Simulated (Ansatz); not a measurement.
**The perfect Ir wire along [110], 8 atoms a period**

What gap, if any, does the Ir wire along [110], 8 atoms a period have, and how many channels would it open?

Main program and level: Ansatz 0.2.0; DFT PBE, plane waves, PAW; relaxation of a wire's period; PAW set soft_1, in the first sound run; inputs show where later runs differ.

**1. The structure**

The cell holds 8 atoms: 8 Ir. Its edges and angles: a = 10.670 Å, b = 12.273 Å, c = 2.737 Å, α = 90.0°, β = 90.0°, γ = 90.0°. Vacuum lies along a and b. The structure's axis is c.

**2. The relaxed wire**

Band widths follow the bond lengths, so the wire is relaxed first. The atoms and the third cell vector are free; the box across stays fixed as vacuum. A Fermi-Dirac smearing is set since the result may be a metal. The pressure printed is a third of the stress's trace over the whole box, vacuum included; only the stress along the axis is relaxed.

Input file input.yaml:

```yaml
crystal:
  lattice:
    - [10.67, 0.0, 0.0]
    - [0.0, 12.273, 0.0]
    - [0.0, 0.0, 2.7365032432]
  atoms:
    - { symbol: Ir, position: [0.318650422, 0.277030881, 0.0] }
    - { symbol: Ir, position: [0.318650422, 0.500000264, 0.0] }
    - { symbol: Ir, position: [0.681349578, 0.277030881, 0.0] }
    - { symbol: Ir, position: [0.681349578, 0.500000264, 0.0] }
    - { symbol: Ir, position: [0.5, 0.388515573, 0.5] }
    - { symbol: Ir, position: [0.5, 0.611484956, 0.5] }
    - { symbol: Ir, position: [0.318650422, 0.722969648, 0.0] }
    - { symbol: Ir, position: [0.681349578, 0.722969648, 0.0] }
kpoints:
  mp_grid: { grid: [1, 1, 30] }
scf:
  occupations: { method: fermi_dirac, width: 0.05 }
hamiltonian:
  xc: pbe
  pseudopotentials: { kind: paw, azcp: { folder: soft_1 } }
relax:
  cell: { fix: [a, b, alpha, beta, gamma] }
  max_steps: 45
  f_tol: 0.03
```

Command:

```sh
$ ansatz run input.yaml --threads 4 --pin off --max-ram 16384MiB --backend cpu --events-out ev --progress --plain --runs-dir out
```

Numbers of over 12 decimals in the logs are rounded to 6 here.

Log:

```text
Engine: ansatz 0.2.0, aarch64-unknown-linux-gnu
Pseudopotentials: kind: paw
Pseudopotential: Ir, paw, valence charge 17, recommended cutoff 420 eV (normal), soft_1/Ir.paw.azcp
Functional definition: PBE
  parameter kappa = 0.804
  parameter beta = 0.066725
  exchange = pbe_x(kappa = kappa, mu = beta*pi^2/3)
  correlation = pbe_c(beta = beta)
Crystal: 8 atoms, lattice volume = 358.353 Å³
Basis set: ecut = 420 eV, 7047 PW (Γ), exchange–correlation on 144×180×40 points (8 copies of the dense FFT grid, shifted against one another)
Bands: 82, of which v1, the nominal top of the filled ones, is band 68 counted from 1 (67 counted from 0)
Symmetry: 8 space group operations
Space group: Pmmm (ITA 47), of the structure as read, at distance tolerance 7.1e-5 Å
k-points: 16 of 30
Non-local potential: Ir, projectors of the file, l = 0: 3, l = 1: 2, l = 2: 2, l = 3: 1
PAW form: soft (Blöchl's): semilocal exchange-correlation on the pseudo side does not see the compensation charge
PAW one-centre angular grid: Ir, 590 points (default); XC on 64 Gauss nodes
Initial density: superposition of atomic densities (neutral atoms: chi_scale 0, normalization atom)
Initial wavefunctions: pseudopotential atomic-orbital guess
Functional: x = pbe(κ = 0.804, μ = 0.219515), c = pbe(β = 0.066725)
SCF iter   1: F=—  HF=-95482.993017 eV  |F-HF|=—  |Δ(HF+E_count)|=         —  Δρ=3.96e-2  dr2=9.71e0  ethr=3.10e-3  ⟨swp⟩=7.4  Hψ=5295  notcnv=0  defer=2
preconditioner: auto → LDOS  [metal: Δε(μ)=0.018 eV  Ē_g=4.859 eV  σ=0.050 eV  W_gap=0.09  n_scr=52 (ndim 8)  ℏωp=16.6 eV  f_vac=0.491  D(μ)=12.13/eV (n_scr^D=82)  β→1.0]
SCF iter   2: F=—  HF=-95483.615225 eV  |F-HF|=—  |Δ(HF+E_count)|=   6.22e-1  Δρ=4.29e-2  dr2=2.10e1  ethr=3.10e-3  ⟨swp⟩=3.4  Hψ=3297  notcnv=0  defer=30
SCF iter   3: F=—  HF=-95480.762532 eV  |F-HF|=—  |Δ(HF+E_count)|=    2.85e0  Δρ=8.94e-3  dr2=5.87e-1  ethr=3.10e-3  ⟨swp⟩=3.2  Hψ=2536  notcnv=0  defer=26
SCF iter   4: F=—  HF=-95480.729859 eV  |F-HF|=—  |Δ(HF+E_count)|=   3.27e-2  Δρ=3.78e-3  dr2=7.16e-2  ethr=4.32e-4  ⟨swp⟩=2.4  Hψ=2123  notcnv=0  defer=22
SCF iter   5: F=—  HF=-95480.724245 eV  |F-HF|=—  |Δ(HF+E_count)|=   5.61e-3  Δρ=1.19e-3  dr2=1.07e-2  ethr=5.27e-5  ⟨swp⟩=2.0  Hψ=2192  notcnv=0  defer=23
SCF iter   6: F=—  HF=-95480.723912 eV  |F-HF|=—  |Δ(HF+E_count)|=   3.33e-4  Δρ=5.49e-4  dr2=2.28e-3  ethr=7.88e-6  ⟨swp⟩=2.2  Hψ=1915  notcnv=0  defer=23
SCF iter   7: F=—  HF=-95480.723682 eV  |F-HF|=—  |Δ(HF+E_count)|=   2.31e-4  Δρ=1.95e-4  dr2=4.62e-4  ethr=1.67e-6  ⟨swp⟩=2.3  Hψ=1921  notcnv=0  defer=23
SCF iter   8: F=—  HF=-95480.723662 eV  |F-HF|=—  |Δ(HF+E_count)|=   2.00e-5  Δρ=6.99e-5  dr2=2.35e-5  ethr=3.39e-7  ⟨swp⟩=2.1  Hψ=1882  notcnv=0  defer=23
SCF iter   9: F=—  HF=-95480.723923 eV  |F-HF|=—  |Δ(HF+E_count)|=   2.62e-4  Δρ=2.29e-5  dr2=2.85e-6  ethr=1.73e-8  ⟨swp⟩=2.3  Hψ=1952  notcnv=0  defer=23
SCF iter  10: F=—  HF=-95480.723925 eV  |F-HF|=—  |Δ(HF+E_count)|=   2.14e-6  Δρ=6.85e-6  dr2=3.08e-7  ethr=2.09e-9  ⟨swp⟩=2.1  Hψ=1825  notcnv=0  defer=23
SCF iter  11: F=-95480.723926 eV  HF=-95480.723926 eV  |F-HF|=7.48e-9  |Δ(HF+E_count)|=   9.72e-8  Δρ=2.23e-6  dr2=2.34e-8  ethr=7.35e-11  ⟨swp⟩=5.0  Hψ=4676  notcnv=0
SCF 1 converged in 11 iterations: F = -95480.723926 eV  dr2 = 2.34e-8
  greatest PAW one-centre occupation: 1.000 electrons in one spin orbital (limit 2), on the Ir atom at site 5 (counted from 0), in its partial waves of l = 0
relax step   1: F+E_penalty+E_count = -95480.72392553 eV  Δ(F+E_penalty+E_count) = +0.000e0 eV  max|allowed force component| = 2.203e0 eV/Å  Δτ_max = 0.0000 Å  P = -8.893 GPa  Ω = 358.353 Å³  fix = [a, b, alpha, beta, gamma]  reactions: a -5.466, b -9.100 GPa  (11 SCF iters, dr2 threshold 1.00e-7 eV, accepted)
Crystal: 8 atoms, lattice volume = 342.197 Å³
Basis set: ecut = 420 eV, 6711 PW (Γ), exchange–correlation on 144×180×40 points (8 copies of the dense FFT grid, shifted against one another)
Initial density: handed on by an earlier stage of this run
Initial wavefunctions: those handed on with the density
iter 1 solved again at ethr=2.69e-3 eV; its pass at ethr=3.10e-3 eV (dr2=3.66e0 eV) is discarded
SCF iter   1: F=—  HF=-95482.720805 eV  |F-HF|=—  |Δ(HF+E_count)|=         —  Δρ=2.02e-2  dr2=3.70e0  ethr=2.69e-3  ⟨swp⟩=1.2  Hψ=6532  notcnv=0
preconditioner: auto → LDOS  [metal: Δε(μ)=0.003 eV  Ē_g=5.477 eV  σ=0.050 eV  W_gap=0.01  n_scr=50 (ndim 8)  ℏωp=17.0 eV  f_vac=0.533  D(μ)=13.44/eV (n_scr^D=96)  β→1.0]
SCF iter   2: F=—  HF=-95482.613663 eV  |F-HF|=—  |Δ(HF+E_count)|=   1.07e-1  Δρ=1.21e-2  dr2=8.59e-1  ethr=2.69e-3  ⟨swp⟩=2.1  Hψ=2024  notcnv=0
SCF iter   3: F=—  HF=-95482.496230 eV  |F-HF|=—  |Δ(HF+E_count)|=   1.17e-1  Δρ=5.57e-3  dr2=2.61e-1  ethr=6.32e-4  ⟨swp⟩=2.6  Hψ=2346  notcnv=0  defer=28
SCF iter   4: F=—  HF=-95482.457791 eV  |F-HF|=—  |Δ(HF+E_count)|=   3.84e-2  Δρ=1.93e-3  dr2=5.89e-2  ethr=1.92e-4  ⟨swp⟩=2.0  Hψ=2040  notcnv=0  defer=28
SCF iter   5: F=—  HF=-95482.453764 eV  |F-HF|=—  |Δ(HF+E_count)|=   4.03e-3  Δρ=6.78e-4  dr2=3.60e-3  ethr=4.33e-5  ⟨swp⟩=1.9  Hψ=1430  notcnv=0  defer=28
SCF iter   6: F=—  HF=-95482.453576 eV  |F-HF|=—  |Δ(HF+E_count)|=   1.88e-4  Δρ=1.82e-4  dr2=1.78e-4  ethr=2.65e-6  ⟨swp⟩=2.0  Hψ=1866  notcnv=0  defer=28
SCF iter   7: F=—  HF=-95482.453926 eV  |F-HF|=—  |Δ(HF+E_count)|=   3.51e-4  Δρ=6.22e-5  dr2=1.84e-5  ethr=1.31e-7  ⟨swp⟩=2.2  Hψ=2021  notcnv=0  defer=28
SCF iter   8: F=—  HF=-95482.453934 eV  |F-HF|=—  |Δ(HF+E_count)|=   7.37e-6  Δρ=1.90e-5  dr2=5.13e-6  ethr=1.36e-8  ⟨swp⟩=2.1  Hψ=1932  notcnv=0  defer=28
SCF iter   9: F=-95482.453934 eV  HF=-95482.453934 eV  |F-HF|=9.21e-8  |Δ(HF+E_count)|=   1.65e-7  Δρ=8.91e-6  dr2=4.80e-7  ethr=5.88e-10  ⟨swp⟩=3.8  Hψ=5447  notcnv=0
SCF 2 converged in 9 iterations: F = -95482.453934 eV  dr2 = 4.80e-7
relax step   2: F+E_penalty+E_count = -95482.45393386 eV  Δ(F+E_penalty+E_count) = -1.730e0 eV  max|allowed force component| = 9.946e-1 eV/Å  Δτ_max = 0.2000 Å  P = +2.407 GPa  Ω = 342.197 Å³  energy of the carried Pulay correction = +2.456e-3 eV  fix = [a, b, alpha, beta, gamma]  reactions: a +4.322, b +0.892 GPa  (9 SCF iters, dr2 threshold 8.00e-7 eV, accepted)
Crystal: 8 atoms, lattice volume = 341.260 Å³
Basis set: ecut = 420 eV, 6695 PW (Γ), exchange–correlation on 144×180×40 points (8 copies of the dense FFT grid, shifted against one another)
iter 1 solved again at ethr=7.55e-4 eV; its pass at ethr=3.10e-3 eV (dr2=1.03e0 eV) is discarded
SCF iter   1: F=—  HF=-95482.977428 eV  |F-HF|=—  |Δ(HF+E_count)|=         —  Δρ=1.67e-2  dr2=1.03e0  ethr=7.55e-4  ⟨swp⟩=1.9  Hψ=6009  notcnv=0
[...]
SCF iter   5: F=—  HF=-95482.884197 eV  |F-HF|=—  |Δ(HF+E_count)|=   9.29e-5  Δρ=2.27e-4  dr2=2.30e-4  ethr=2.89e-6  ⟨swp⟩=2.1  Hψ=1860  notcnv=0  defer=28
SCF iter   6: F=—  HF=-95482.884515 eV  |F-HF|=—  |Δ(HF+E_count)|=   3.18e-4  Δρ=1.05e-4  dr2=5.05e-5  ethr=1.69e-7  ⟨swp⟩=2.2  Hψ=1872  notcnv=0  defer=28
SCF iter   7: F=—  HF=-95482.884541 eV  |F-HF|=—  |Δ(HF+E_count)|=   2.62e-5  Δρ=3.40e-5  dr2=5.05e-6  ethr=3.71e-8  ⟨swp⟩=2.1  Hψ=1876  notcnv=0  defer=28
SCF iter   8: F=-95482.884544 eV  HF=-95482.884544 eV  |F-HF|=1.60e-7  |Δ(HF+E_count)|=   3.10e-6  Δρ=9.12e-6  dr2=3.31e-7  ethr=5.88e-10  ⟨swp⟩=6.0  Hψ=5021  notcnv=0
SCF 3 converged in 8 iterations: F = -95482.884544 eV  dr2 = 3.31e-7
relax step   3: F+E_penalty+E_count = -95482.88454416 eV  Δ(F+E_penalty+E_count) = -4.306e-1 eV  max|allowed force component| = 4.944e-1 eV/Å  Δτ_max = 0.1949 Å  P = -0.842 GPa  Ω = 341.260 Å³  energy of the carried Pulay correction = +2.605e-3 eV  fix = [a, b, alpha, beta, gamma]  reactions: a -0.119, b -2.432 GPa  (8 SCF iters, dr2 threshold 8.00e-7 eV, accepted)
[...]
relax step   4: F+E_penalty+E_count = -95482.98634346 eV  Δ(F+E_penalty+E_count) = -1.018e-1 eV  max|allowed force component| = 1.854e-1 eV/Å  Δτ_max = 0.1223 Å  P = -0.373 GPa  Ω = 340.525 Å³  energy of the carried Pulay correction = +2.722e-3 eV  fix = [a, b, alpha, beta, gamma]  reactions: a -0.732, b -0.941 GPa  (8 SCF iters, dr2 threshold 8.00e-7 eV, accepted)
[...]
relax step   5: F+E_penalty+E_count = -95482.99960589 eV  Δ(F+E_penalty+E_count) = -1.326e-2 eV  max|allowed force component| = 3.588e-2 eV/Å  Δτ_max = 0.0178 Å  P = -0.050 GPa  Ω = 341.992 Å³  energy of the carried Pulay correction = +2.489e-3 eV  fix = [a, b, alpha, beta, gamma]  reactions: a -0.165, b -0.152 GPa  (6 SCF iters, dr2 threshold 8.00e-7 eV, accepted)
[...]
relax step   6: F+E_penalty+E_count = -95483.00014713 eV  Δ(F+E_penalty+E_count) = -5.412e-4 eV  max|allowed force component| = 2.658e-2 eV/Å  Δτ_max = 0.0069 Å  P = +0.067 GPa  Ω = 342.306 Å³  energy of the carried Pulay correction = +2.439e-3 eV  fix = [a, b, alpha, beta, gamma]  reactions: a -0.046, b +0.114 GPa  (7 SCF iters, dr2 threshold 8.05e-8 eV, accepted)
[...]
relax step   7: F+E_penalty+E_count = -95483.00030365 eV  Δ(F+E_penalty+E_count) = -1.565e-4 eV  max|allowed force component| = 9.834e-4 eV/Å  Δτ_max = 0.0021 Å  P = -0.036 GPa  Ω = 342.475 Å³  energy of the carried Pulay correction = +2.412e-3 eV  fix = [a, b, alpha, beta, gamma]  reactions: a -0.086, b -0.009 GPa  (6 SCF iters, dr2 threshold 4.37e-8 eV, accepted)
Basis set: ecut = 420 eV, 6711 PW (Γ), exchange–correlation on 144×180×36 points (8 copies of the dense FFT grid, shifted against one another)
Initial wavefunctions: pseudopotential atomic-orbital guess (no wavefunctions were taken with the density)
iter 1 solved again at ethr=5.75e-7 eV; its pass at ethr=3.10e-3 eV (dr2=7.82e-4 eV) is discarded
SCF iter   1: F=—  HF=-95482.996667 eV  |F-HF|=—  |Δ(HF+E_count)|=         —  Δρ=9.39e-5  dr2=5.08e-6  ethr=5.75e-7  ⟨swp⟩=4.1  Hψ=9655  notcnv=0
preconditioner: auto → LDOS  [metal: Δε(μ)=0.013 eV  Ē_g=5.304 eV  σ=0.050 eV  W_gap=0.07  n_scr=50 (ndim 8)  ℏωp=17.0 eV  f_vac=0.523  D(μ)=11.25/eV (n_scr^D=66)  β→1.0]
SCF iter   2: F=—  HF=-95482.997248 eV  |F-HF|=—  |Δ(HF+E_count)|=   5.81e-4  Δρ=2.19e-5  dr2=9.03e-7  ethr=3.73e-9  ⟨swp⟩=2.8  Hψ=2661  notcnv=0
SCF iter   3: F=—  HF=-95482.997248 eV  |F-HF|=—  |Δ(HF+E_count)|=   2.78e-7  Δρ=7.33e-6  dr2=2.24e-7  ethr=6.64e-10  ⟨swp⟩=2.7  Hψ=2550  notcnv=0
SCF iter   4: F=—  HF=-95482.997248 eV  |F-HF|=—  |Δ(HF+E_count)|=   5.62e-8  Δρ=1.96e-6  dr2=1.80e-8  ethr=1.65e-10  ⟨swp⟩=3.1  Hψ=2399  notcnv=0
SCF iter   5: F=—  HF=-95482.997248 eV  |F-HF|=—  |Δ(HF+E_count)|=   3.55e-9  Δρ=4.57e-7  dr2=5.54e-10  ethr=1.32e-11  ⟨swp⟩=2.5  Hψ=2270  notcnv=0
SCF iter   6: F=—  HF=-95482.997248 eV  |F-HF|=—  |Δ(HF+E_count)|=  1.60e-10  Δρ=2.00e-7  dr2=2.59e-10  ethr=1.00e-12  ⟨swp⟩=6.0  Hψ=5645  notcnv=0
SCF iter   7: F=-95482.997248 eV  HF=-95482.997248 eV  |F-HF|=0.00e0  |Δ(HF+E_count)|=  2.91e-11  Δρ=4.97e-8  dr2=1.87e-11  ethr=1.00e-12  ⟨swp⟩=4.0  Hψ=5144  notcnv=0
SCF 8 converged in 7 iterations: F = -95482.997248 eV  dr2 = 1.87e-11
relax step   8: F+E_penalty+E_count = -95482.99724766 eV  Δ(F+E_penalty+E_count) = +3.056e-3 eV  max|allowed force component| = 9.533e-4 eV/Å  Δτ_max = 0.0000 Å  P = -0.029 GPa  Ω = 342.475 Å³  fix = [a, b, alpha, beta, gamma]  reactions: a -0.080, b -0.004 GPa  stress off target by 2.99e-3 GPa on what of the cell is left free  SCF on the basis re-selected at this cell (its energy is not comparable with the rows above)  (7 SCF iters)
basis re-selected at this cell: Δ(F+E_penalty+E_count) = +3.056e-3 eV, ΔP = +0.007 GPa vs the last step (what re-selecting the basis moved, of the pressure what is left beyond the Pulay correction that the steps carried, after the strain that the cell walked since its last selection, with what the two solves' SCF thresholds leave and, on support functions, any second-order correction that the steps lacked; it is no measure of the basis error at this ecutwfc). The dense FFT grid was sized anew with the basis: this SCF ran on 72×90×18 points, the steps before it on 72×90×20, so part of this shift can come from that change (see relax.cell in the input reference). [rest of the remark cut]
SCF converged after 7 iterations
Free energy (F): -95482.997248 eV
Harris-Foulkes:  -95482.997248 eV  (|F-HF|=0.00e0)
Internal energy: -95482.902106 eV  (E = F + TS)
E sigma→0 (E₀):  -95482.949677 eV
Entropy (-TS):   -0.095141 eV (-11.893 meV/atom)
Fermi energy:    5.187777 eV
--- Per-component energies (eV) ---
  E_band       = -3363.817308
  E_kinetic    = 4312.361259
  E_local      = -59310.429846  (includes V_loc(G=0)·N_el)
  E_nonlocal   = 1528.457234
  E_hartree    = 27195.255193
  E_xc         = -1828.824609
  E_vxc        = -2034.905131  (∫ρ·V_xc dr)
  E_paw        = -74124.511133  (= ΣΔE_a)
  E_vpaw       = -2249.812897  (= ΣTr[D̂ρ^β])
  E_aug_tail   = 0.002832  (compensation charges beyond the density's cutoff)
  E_ewald      = 6744.786963
  E_smearing   = -0.095141  (= −TS)
  E_closure    = 0.000000  (closes the sum)
  Σ components = -95482.997248   (vs F -95482.997248, Δ=0.00e0)
--- Forces (eV/Å), atoms counted from 1 ---
  atom   1  Ir    -0.00041486     0.00095335    -0.00000000
  atom   2  Ir    -0.00081188     0.00000000     0.00000000
  atom   3  Ir     0.00041486     0.00095335     0.00000000
  atom   4  Ir     0.00081188     0.00000000    -0.00000000
  atom   5  Ir     0.00000000    -0.00027405    -0.00000000
  atom   6  Ir     0.00000000     0.00027405     0.00000000
  atom   7  Ir    -0.00041486    -0.00095335     0.00000000
  atom   8  Ir     0.00041486    -0.00095335     0.00000000
  max |Σ_I F_I| component: 2.17e-19 eV/Å
--- Stress (GPa, compression-positive) ---
       -0.079893      -0.000000      -0.000000
       -0.000000      -0.004338      -0.000000
       -0.000000      -0.000000      -0.002993
  P = ⅓ Tr σ = -0.0291 GPa (-0.291 kbar)
--- Relaxed structure (7 steps of the walk, 7 accepted, 1 SCFs on fresh bases) ---
  F+E_penalty+E_count = -95482.99724766 eV   max|allowed force component| = 9.533e-4 eV/Å   (the final SCF, on the basis selected at the relaxed cell)
  cell:  # Å, volume = 342.4747 Å³
    - [10.67, 0.0, 0.0]
    - [0.0, 12.273, 0.0]
    - [0.0, 0.0, 2.615251]
  atoms:
    - { symbol: Ir, position: [0.299231, 0.303304, 0.0] }
    - { symbol: Ir, position: [0.336835, 0.500000, 0.0] }
    - { symbol: Ir, position: [0.700769, 0.303304, 0.0] }
    - { symbol: Ir, position: [0.663165, 0.500000, 0.0] }
    - { symbol: Ir, position: [0.500000, 0.369444, 0.5] }
    - { symbol: Ir, position: [0.500000, 0.630556, 0.5] }
    - { symbol: Ir, position: [0.299231, 0.696696, 0.0] }
    - { symbol: Ir, position: [0.700769, 0.696696, 0.0] }
```

It took 62 s on 4 threads of Arm Neoverse V1, shared host; peak memory 1 GiB; 4 min of CPU time.

(Part 1 of 2 ends here.)

[Logs are printed without paths, hosts, clocks, repeated set-up lines and the standing remarks that a program may print on its own settings, such as how far it seeks lower states.]

[Hosts, paths, dates, database ids (printed as entryN), source tags and the programs' standing remarks are cut or masked in the printed files.]
